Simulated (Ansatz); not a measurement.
# InH (model cell, started as rocksalt type): from the cell to its phonons, part 2 of 2

Aim: the vibrations of InH (model cell, started as rocksalt type), their spectra, and whether the structure is stable.

Ansatz 0.2.0; DFT PBE, scalar-relativistic, plane waves, PAW.

So far. Step 4 (Relaxing to small forces for the phonons): The forces vanish by symmetry and the pressure is -0.001 GPa, within the tolerances set. The cell now holds 15.88 Å³/atom. The relaxed cell has a = 5.027 Å (conventional setting).

The structure was built from a prototype and need not be the compound's stable phase.

### 5. Zone-centre response

The zone centre comes first: it holds the modes that light can see, as far as symmetry allows. No field response is asked, since the mesh shows no gap.

input.yaml reads:

```yaml
crystal:
  lattice:
    - [0.0, 2.5135637442, 2.5135637442]
    - [2.5135637442, 0.0, 2.5135637442]
    - [2.5135637442, 2.5135637442, 0.0]
  atoms:
    - { symbol: In, position: [0.0, 0.0, 0.0] }
    - { symbol: H, position: [0.5, 0.5, 0.5] }
kpoints:
  mp_grid: { grid: [16, 16, 16] }
hamiltonian:
  xc: pbe
scf:
  occupations: { method: methfessel_paxton, width: 0.2 }
output:
  eigenvalues: true
phonons:
  method: dfpt
```

Run with:

```sh
> ansatz run input.yaml --threads 4 --pin off --max-ram 7168MiB --backend cpu --events-out ev --progress --plain --runs-dir out
```

Numbers of over 12 decimals in the logs are rounded to 6 here.

Output:

```text
[...]
Crystal: 2 atoms, lattice volume = 31.761 Å³
Basis set: ecut = 420 eV, 609 PW (Γ), exchange–correlation on 48×48×48 points (8 copies of the dense FFT grid, shifted against one another)
Bands: 11, of which v1, the nominal top of the filled ones, is band 7 counted from 1 (6 counted from 0)
Symmetry: 48 space group operations
k-points: 349 of 4096 (irreducible under 8 space group operations, time reversal used)
[...]
SCF iter   1: F=—  HF=-5612.741573 eV  |F-HF|=—  |Δ(HF+E_count)|=         —  Δρ=4.22e-3  dr2=6.12e-3  ethr=1.77e-3  ⟨swp⟩=4.9  Hψ=20411  notcnv=0
[...]
SCF iter   8: F=-5612.739212 eV  HF=-5612.739212 eV  |F-HF|=4.55e-12  |Δ(HF+E_count)|=  2.93e-10  S|Δr|=    0.00e0  Δρ=1.68e-7  dr2=6.50e-12  ethr=1.00e-12  ⟨swp⟩=5.1  Hψ=18178  notcnv=0
SCF 1 converged in 8 iterations: F = -5612.739212 eV  dr2 = 6.50e-12
[...]
DFPT response loops at Γ: preconditioner auto → Kerker (q_TF=auto, 2.380 Å⁻¹) (partly filled bands, converged f_vac=0.000); β = 1.00, the filter's whole step (`scf.mixing.beta` (0.50) is not read by the response loops under this deck's `scf.mixing.preconditioner`; to damp them name `kerker` or `kerker_dos`, under which they read `scf.mixing.beta`, and type it under 1.00, their step now; both keys bind the ground state too); Broyden in place of MSR1
SCF converged after 8 iterations
[...]
Free energy (F): -5612.739212 eV
[...]
Internal energy: -5612.739613 eV  (E = F + TS)
E sigma→0 (E₀):  -5612.739313 eV
Entropy (-TS):   0.000400 eV (0.200 meV/atom)
Fermi energy:    8.425750 eV
[...]
--- Band table (eV; the first three rows and the last of 349) ---
  k-point 0: bands = [... 3 lower, -5.9665, -5.9665, -1.3095, 11.9199, 16.5562, 16.5562, 16.5562, 19.3733]
  k-point 1: bands = [... 3 lower, -5.9672, -5.9672, -1.2374, 11.6814, 16.1758, 16.4676, 16.4676, 19.0113]
  k-point 2: bands = [... 3 lower, -5.9673, -5.9673, -1.0206, 10.9872, 15.3284, 16.2498, 16.2498, 19.0343]
  k-point 348: bands = [... 3 lower, -5.9386, -5.8521, 4.9695, 6.0450, 8.0498, 8.0498, 15.9025, 20.8218]
--- Phonons (Γ-DFPT): 2 representative perturbations + reference, on 349 of 4096 k-points (Σ response iterations 6) ---
  k mesh reduced under 8 symmetry operations, with k and −k counted as one. Each operation leaves every solved perturbation unchanged. A smaller set is not used because it would not reduce the number of displacements times k-points to solve
  ASR residual: 4.346e-5 → 0.000e0 eV/Å²; symmetrization residual: 3.494e-7 eV/Å²
  ASR residual per site (eV/Å²): 4.35e-5 1.16e-6
  Γ frequencies (cm⁻¹): -298.63 -298.63 -298.63 0.00 0.00 0.00
  non-analytic LO–TO correction: not included (Born effective charges unavailable; polar crystals: no LO–TO splitting at Γ)
```

It took 6.2 s on 4 threads of Arm Neoverse V2, shared host; peak memory 0.64 GiB.

This step gave:

```
sum-rule residual before enforcement                    : 4.35e-5 eV/Å²
point group                                             : m-3m
highest optical mode at the zone centre (no LO-TO term) : -298.6 cm⁻¹
lowest optical zone-centre mode                         : -298.6 cm⁻¹
```

Patterns of degenerate modes are one choice out of their space. Modes at Γ, with each element's share of the kinetic energy (negative means imaginary):

```
mode  frequency (cm⁻¹)  symmetry  In %  H %
   1            -298.6       T1u     1   99
   2            -298.6       T1u     1   99
   3            -298.6       T1u     1   99
   4               0.0  acoustic    99    1
   5               0.0  acoustic    99    1
   6               0.0  acoustic    99    1
```

Displacements in mode 3 (-298.6 cm⁻¹), the largest set to 1:
```
In1  0.00  0.00 -0.01
H2   0.00  0.00  1.00
```

Before it was imposed, the acoustic sum rule was missed by 4.3e-5 eV/Å². Small misses are needed for a sound result but don't prove that mesh and cutoff are converged. The lowest optical mode is imaginary, 298.6i cm⁻¹, so the energy falls along it.

### 6. The dispersion

Stability and thermal properties need the whole zone. Linear response on a 4×4×4 q mesh gives force constants as far as a supercell of that size would.

Changes to input.yaml since step 5:

```diff
@@ -18 +18,8 @@
   method: dfpt
+  qmesh: [4, 4, 4]
+  temperatures: { t_max: 1000, t_step: 50 }
+  qpath:
+    path:
+      - [[0.0, 0.0, 0.0], [0.5, 0.0, 0.5], [0.625, 0.25, 0.625]]
+      - [[0.375, 0.375, 0.75], [0.0, 0.0, 0.0], [0.5, 0.5, 0.5], [0.5, 0.25, 0.75], [0.5, 0.0, 0.5]]
+    npoints: 10
```

Output:

```text
[...]
Crystal: 2 atoms, lattice volume = 31.761 Å³
Basis set: ecut = 420 eV, 609 PW (Γ), exchange–correlation on 48×48×48 points (8 copies of the dense FFT grid, shifted against one another)
Bands: 11, of which v1, the nominal top of the filled ones, is band 7 counted from 1 (6 counted from 0)
Symmetry: 48 space group operations
k-points: 145 of 4096
[...]
SCF iter   1: F=—  HF=-5612.741577 eV  |F-HF|=—  |Δ(HF+E_count)|=         —  Δρ=4.22e-3  dr2=6.12e-3  ethr=1.77e-3  ⟨swp⟩=4.8  Hψ=8473  notcnv=0
[...]
SCF iter   8: F=-5612.739212 eV  HF=-5612.739212 eV  |F-HF|=1.09e-11  |Δ(HF+E_count)|=  3.22e-10  S|Δr|=    0.00e0  Δρ=1.82e-7  dr2=7.46e-12  ethr=1.00e-12  ⟨swp⟩=5.1  Hψ=7579  notcnv=0
SCF 1 converged in 8 iterations: F = -5612.739212 eV  dr2 = 7.46e-12
[...]
SCF iter   1: F=—  HF=-5612.739211 eV  |F-HF|=—  |Δ(HF+E_count)|=         —  Δρ=6.51e-7  dr2=8.21e-11  ethr=5.34e-8  ⟨swp⟩=3.4  Hψ=13449  notcnv=0
eigensolver tolerance schedule: the retry pair's looser diagonalisation over-reported the residual by 90998.37 of it (diagonalisation noise at an unbounded share of the residual, at the tolerance the schedule requests for it); recorded, not acted on — ethr = c·dr2/N_el stays at c = 1.0e-1
[...]
SCF iter   2: F=—  HF=-5612.739212 eV  |F-HF|=—  |Δ(HF+E_count)|=   1.63e-6  S|Δr|=    0.00e0  Δρ=4.58e-7  dr2=4.66e-11  ethr=1.00e-12  ⟨swp⟩=2.9  Hψ=3274  notcnv=0
SCF iter   3: F=-5612.739212 eV  HF=-5612.739212 eV  |F-HF|=4.55e-12  |Δ(HF+E_count)|=  2.27e-11  S|Δr|=    0.00e0  Δρ=1.94e-7  dr2=7.49e-12  ethr=1.00e-12  ⟨swp⟩=2.6  Hψ=5979  notcnv=0
SCF 2 converged in 3 iterations: F = -5612.739212 eV  dr2 = 7.49e-12
phonons: the bands overlap, so this run is a metal and interpolates without the dipole-dipole term. If the crystal is really an insulator or semiconductor, its LO-TO splitting is missing
NSCF: frozen V_eff on 145 k-points
[...]
DFPT response loops at q = (0, 0, 0) (fractional): preconditioner auto → Kerker (q_TF=auto, 2.380 Å⁻¹) (partly filled bands, converged f_vac=0.000); β = 1.00, the filter's whole step (`scf.mixing.beta` (0.50) is not read by the response loops under this deck's `scf.mixing.preconditioner`; to damp them name `kerker` or `kerker_dos`, under which they read `scf.mixing.beta`, and type it under 1.00, their step now; both keys bind the ground state too); Broyden in place of MSR1
[...]
SCF converged after 8 iterations
[...]
Free energy (F): -5612.739212 eV
[...]
Internal energy: -5612.739613 eV  (E = F + TS)
E sigma→0 (E₀):  -5612.739313 eV
Entropy (-TS):   0.000400 eV (0.200 meV/atom)
Fermi energy:    8.425750 eV
[...]
--- Band table (eV; the first three rows and the last of 145) ---
  k-point 0: bands = [... 3 lower, -5.9665, -5.9665, -1.3095, 11.9199, 16.5562, 16.5562, 16.5562, 19.3733]
  k-point 1: bands = [... 3 lower, -5.9672, -5.9672, -1.2374, 11.6814, 16.1758, 16.4676, 16.4676, 19.0113]
  k-point 2: bands = [... 3 lower, -5.9673, -5.9673, -1.0206, 10.9872, 15.3284, 16.2498, 16.2498, 19.0343]
  k-point 144: bands = [... 3 lower, -5.9386, -5.8521, 4.9695, 6.0450, 8.0498, 8.0498, 15.9025, 20.8218]
--- Phonons (Γ-DFPT): 2 representative perturbations + reference (Σ response iterations 6) ---
  ASR residual: 4.168e-5 → 0.000e0 eV/Å²; symmetrization residual: 4.487e-7 eV/Å²
  ASR residual per site (eV/Å²): 4.17e-5 1.01e-5
  Γ frequencies (cm⁻¹): -298.63 -298.63 -298.63 0.00 0.00 0.00
--- Phonons (arbitrary-q DFPT): 8 irreducible q on the 4×4×4 mesh ---
  q = [0.0000, 0.0000, 0.0000] (star 1, of the zone-centre solve; hermiticity 2.74e-6, symmetrization 5.73e-11): -298.63 -298.63 -298.63 -0.00 -0.00 0.00
  q = [0.0000, 0.0000, 0.2500] (star 8, 2 solved perturbations on 2176 of 4096 k-point pairs; hermiticity 8.82e-7, symmetrization 6.50e-8): -459.86 -290.22 -290.22 19.04 19.04 67.53
[...]
q = [0.0000, 0.2500, 0.2500] (star 6, 4 solved perturbations in 3616 linear systems a pass and spin channel, the states on 1160 of 4096 k-point pairs; hermiticity 4.19e-7, symmetrization 2.87e-8): -502.49 -502.49 -324.78 36.38 36.38 75.15
[...]
sum rule: each row above includes the acoustic sum rule's correction from the zone centre's row sums; it moved no ω² by more than (1.65 cm⁻¹)²
  mesh force constants: q→R imaginary residual 1.05e-18; ASR residual 4.168e-5 → 0.000e0 eV/Å²; symmetrization residual 8.882e-16 eV/Å²
  interpolated dispersion: 62 rows × 6 modes
  density of states and harmonic sums: on the 24×24×24 q-mesh, interpolated from the force constants of a 4×4×4 supercell (no non-analytic term)
  largest difference from the sums on the solved wave vectors: F 4.05e-2 eV, S 5.14e-5 and C_V 1.09e-5 eV/K
  zero-point energy: 0.010478 eV/cell   skipped modes (ω ≤ 0): 1275, of them read as no rigid motion or as one in doubt: 1272 (3.046e0 modes/cell left out, lowest -928.84 cm⁻¹)   left out of the sums: 5.08e-1 of the cell's modes: C_V's classical limit lies that fraction below 3 k_B per atom; for a crystal, a wire or a layer, F and S can be off by more, and a phonons.interpolated_qmesh denser along its periods is the remedy for the sampling
```

Run time: 3.2 min. Hardware: 4 threads; peak memory 3.4 GiB.

Numbers from this step:

```
sum-rule residual before enforcement                    : 4.17e-5 eV/Å²
lowest frequency on the path                            : -928.8 cm⁻¹
highest frequency on the path or at a solved wavevector : 105.7 cm⁻¹
lowest mode on the q mesh (acoustic modes at Γ apart)   : -928.8 cm⁻¹
```

Frequencies (cm⁻¹) solved at each irreducible wavevector; negative means imaginary. Frequencies by wavevector, by row:

```csv
q in reciprocal lattice units,star,mode 1,mode 2,mode 3,mode 4,mode 5,mode 6
0 0 0,1,-298.6,-298.6,-298.6,0,0,0
0 0 0.25,8,-459.9,-290.2,-290.2,19,19,67.5
0 0 -0.5,4,-903.9,-232.6,-232.6,-20.3,-20.3,105.7
0 0.25 0.25,6,-502.5,-502.5,-324.8,36.4,36.4,75.2
0 0.25 -0.5,24,-704.4,-430.6,-316.4,38.7,57.5,90.1
0 0.25 -0.25,12,-550.1,-538.4,-253.2,29.8,59.8,87.6
0 -0.5 -0.5,3,-928.8,-536.7,-536.7,58.7,58.7,90.1
0.25 -0.5 -0.25,6,-700.3,-700.3,-507.9,55.4,79.1,79.1
```

Interpolated from a 4×4×4 q mesh. Phonon branches along the path, in cm⁻¹:

```csv
point,branch 1,branch 2,branch 3,branch 4,branch 5,branch 6
Γ,-299,-299,-299,0,0,0
halfway,-502,-502,-325,36,36,75
X,-929,-537,-537,59,59,90
halfway,-880,-545,-497,56,63,90
U,-761,-570,-396,47,73,86
jump to K,-761,-570,-396,47,73,86
halfway,-498,-408,-273,26,42,79
Γ,-299,-299,-299,0,0,0
halfway,-460,-290,-290,19,19,68
L,-904,-233,-233,-20,-20,106
halfway,-750,-388,-263,30,57,93
W,-700,-700,-508,55,79,79
halfway,-846,-558,-504,57,64,89
X,-929,-537,-537,59,59,90
```

The phonon branches as a text plot (rows in cm⁻¹):

```
     84 |   **********************          *********************
     41 | ** ************************    *** **     *************
     -2 |****                     ***********  ******
    -45 |
    -88 |
   -131 |   *
   -174 |    **
   -218 |  *                                   *******
   -261 | *                 ***** ***        **     * *
   -304 |**    *                 ************        *
   -347 |  *               *        *      *           *
   -390 |                 *     *                     * *
   -433 |   *            *        **
   -476 |    ** **     **      * *          *          * *
   -519 |      ** *****        **                         *******
   -562 |              **** ***              *          *    **
   -606 |                  **                               *
   -649 |        *                                         *
   -692 |                  *                  *         ***
   -735 |                                             **   *
   -778 |         **     **                          *      *
   -821 |               *                      *    *        *
   -864 |              *                        *  *          *
   -907 |           ***                          **            **
         Γ           X  U|K            Γ         L        W     X
```

The phonon density of states has structure finer than the step of the table below, so its rows give means over 50 cm⁻¹, whole bins alone (the curve runs from -925 to 105 cm⁻¹). Peaks (cm⁻¹: height): -495.0: 0.00848, 35.0: 0.0413, 85.0: 0.0592.

Tetrahedra on a 24×24×24 mesh, mean over bins of 10 cm-1. Interpolated from a 4×4×4 q mesh. Table of phonon density of states by wavenumber; means over each step:

| wavenumber (cm⁻¹) | phonon density of states (1/cm⁻¹/cell) |
| --- | --- |
| -900 | 3.5e-4 |
| -850 | 0.00104 |
| -800 | 0.00178 |
| -750 | 0.00325 |
| -700 | 0.00444 |
| -650 | 0.00281 |
| -600 | 0.00308 |
| -550 | 0.00464 |
| -500 | 0.00684 |
| -450 | 0.00594 |
| -400 | 0.00533 |
| -350 | 0.00525 |
| -300 | 0.00528 |
| -250 | 0.00717 |
| -200 | 0.00266 |
| -150 | 1.3e-4 |
| -100 | 0 |
| -50 | 1.0e-6 |
| 0 | 0.00732 |
| 50 | 0.0337 |

The partial phonon density of states has structure finer than the step of the table below, so its rows give means over 50 cm⁻¹, whole bins alone (the curve runs from -930 to 118 cm⁻¹). Peaks (cm⁻¹: height): H -712.3: 0.00482, -573.8: 0.00421, -540.9: 0.00578, -501.3: 0.00827, -415.6: 0.00695, -349.7: 0.00687, -283.7: 0.00737; In 39.3: 0.0396, 85.5: 0.0409.

Phonopy on the run's constants, 19x19x19 mesh, Gaussian sigma 7.5 cm-1. Interpolated from a 4×4×4 q mesh. Table of partial phonon density of states by wavenumber; means over each step; values in 1/cm⁻¹/cell:

| wavenumber (cm⁻¹) | H | In |
| --- | --- | --- |
| -900 | 4.0e-4 | 0 |
| -850 | 0.00103 | 0 |
| -800 | 0.00186 | 0 |
| -750 | 0.00331 | 0 |
| -700 | 0.00428 | 0 |
| -650 | 0.00269 | 0 |
| -600 | 0.00329 | 0 |
| -550 | 0.00444 | 0 |
| -500 | 0.00703 | 2.0e-6 |
| -450 | 0.00573 | 1.0e-5 |
| -400 | 0.00521 | 1.0e-5 |
| -350 | 0.00552 | 1.8e-5 |
| -300 | 0.00528 | 4.1e-5 |
| -250 | 0.00669 | 1.0e-4 |
| -200 | 0.00277 | 6.5e-5 |
| -150 | 1.7e-4 | 3.0e-5 |
| -100 | 0 | 0 |
| -50 | 0 | 5.3e-5 |
| 0 | 5.5e-5 | 0.00777 |
| 50 | 1.5e-4 | 0.0336 |

Second derivatives of the energy by pair, one row for each kind of neighbour of each atom listed. Each entry sums the pair over the periodic images of the supercell that the q mesh stands for, and in a polar crystal it holds the long-range dipole part too. Force constants by pair, by row:

```csv
atom,neighbour,distance (Å),third of the trace (eV/Å²),along the pair's line (eV/Å²)
In1,itself,0,1.45,–
In1,H,2.514,0.1001,0.0351
In1,In,3.555,-0.1634,-0.6237
In1,H,4.354,-0.004,-0.0368
In1,In,5.027,0.0048,0.0289
In1,H,5.62,-0.0194,-0.0309
In1,In,6.157,0.0061,0.0105
In1,In,7.109,0.0017,-0.0041
H2,itself,0,-0.9459,–
H2,In,2.514,0.1001,0.0351
H2,H,3.555,0.0782,0.2983
H2,In,4.354,-0.004,-0.0368
H2,H,5.027,-0.0377,-0.1357
H2,In,5.62,-0.0194,-0.0309
H2,H,6.157,-0.0017,-0.0513
H2,H,7.109,-0.0381,-0.0791
```

Symmetry leaves 8 wavevectors to solve. The lowest mode among them, the acoustic zeros apart, lies at q = (0, -0.5, -0.5) and is imaginary, 928.8i cm⁻¹, so the energy falls along it.

### 7. Isotope substitution, element H, natural mass 1.008 amu

An isotope changes the mass and not the force constants, so no new electronic calculation is needed; the shifts show which modes move this element.

The same force constants with the mass of H changed from 1.008 to 2.014 u (phonopy, no LO-TO term). Both lists are sorted by frequency; levels can cross, so a row need not hold one and the same mode. Modes under 3 cm⁻¹ are left out. Isotope shifts, by row:

```csv
q,rank,natural mass (cm⁻¹),changed mass (cm⁻¹)
0 0 0,1,-298.6,-212.2
0 0 0,2,-298.6,-212.2
0 0 0,3,-298.6,-212.2
0 0 0.25,1,-459.9,-325.6
0 0 0.25,2,-290.2,-206.3
0 0 0.25,3,-290.2,-206.3
0 0 0.25,4,19.04,18.94
0 0 0.25,5,19.04,18.94
0 0 0.25,6,67.53,67.48
0 0 -0.5,1,-903.9,-639.5
0 0 -0.5,2,-232.6,-164.6
0 0 -0.5,3,-232.6,-164.6
0 0 -0.5,4,-20.28,-20.28
0 0 -0.5,5,-20.28,-20.28
0 0 -0.5,6,105.7,105.7
0 0.25 0.25,1,-502.5,-355.6
0 0.25 0.25,2,-502.5,-355.6
0 0.25 0.25,3,-324.8,-232
0 0.25 0.25,4,36.38,36.36
0 0.25 0.25,5,36.38,36.36
0 0.25 0.25,6,75.15,74.42
```

A mode of this element alone would shift by -29.26 %.

### 8. Isotope substitution, element In, natural mass 114.818 amu

The same for In, from 114.82 to 112.90 u.

The same force constants with the mass of In changed from 114.818 to 112.904 u (phonopy, no LO-TO term). Both lists are sorted by frequency; levels can cross, so a row need not hold one and the same mode. Modes under 3 cm⁻¹ are left out. Isotope shifts, by row:

```
          q  rank  natural mass (cm⁻¹)  changed mass (cm⁻¹)
      0 0 0     1               -298.6               -298.7
      0 0 0     2               -298.6               -298.7
      0 0 0     3               -298.6               -298.7
   0 0 0.25     1               -459.9               -459.9
   0 0 0.25     2               -290.2               -290.2
   0 0 0.25     3               -290.2               -290.2
   0 0 0.25     4                19.04                 19.2
   0 0 0.25     5                19.04                 19.2
   0 0 0.25     6                67.53                68.09
   0 0 -0.5     1               -903.9               -903.9
   0 0 -0.5     2               -232.6               -232.6
   0 0 -0.5     3               -232.6               -232.6
   0 0 -0.5     4               -20.28               -20.45
   0 0 -0.5     5               -20.28               -20.45
   0 0 -0.5     6                105.7                106.6
0 0.25 0.25     1               -502.5               -502.5
0 0.25 0.25     2               -502.5               -502.5
0 0.25 0.25     3               -324.8               -324.8
0 0.25 0.25     4                36.38                36.68
0 0.25 0.25     5                36.38                36.68
0 0.25 0.25     6                75.15                75.77
```

A mode of this element alone would shift by +0.84 %.

### 9. Results

| Item | Value |
| --- | --- |
| space group after relaxation (within 0.01 Å) | Fm-3m |
| volume per atom | 15.9 Å³ |
| electronic character | no gap on this mesh |
| highest optical mode at the zone centre (no LO-TO term) | -299 cm⁻¹ |
| lowest optical zone-centre mode | -299 cm⁻¹ |
| lowest mode on the q mesh (acoustic modes at Γ apart) | -929 cm⁻¹ |
| highest frequency on the path or at a solved wavevector | 106 cm⁻¹ |
| imaginary modes on the 4×4×4 q mesh | yes |

What this shows: Modes are clearly imaginary (beyond 10i cm⁻¹) at 8 of the 8 irreducible wavevectors, most at q = (0, -0.5, -0.5) (928.8i cm⁻¹), so this structure is not a minimum of the energy. The optical modes at Γ form one degenerate level at -299 cm⁻¹ (negative means imaginary). With no gap, or one that is small against the smearing, the frequencies hang on the k mesh and the smearing, most of all near Kohn anomalies. The starting cell was built on a prototype and not taken from a measurement, so the phase need not exist. These are harmonic frequencies at zero temperature: anharmonic shifts, linewidths and thermal expansion are left out.

[Logs are printed without paths, hosts, clocks, repeated set-up lines and the standing remarks that a program may print on its own settings, such as how far it seeks lower states.]

[Hosts, paths, dates, database ids (printed as entryN), source tags and the programs' standing remarks are cut or masked in the printed files.]
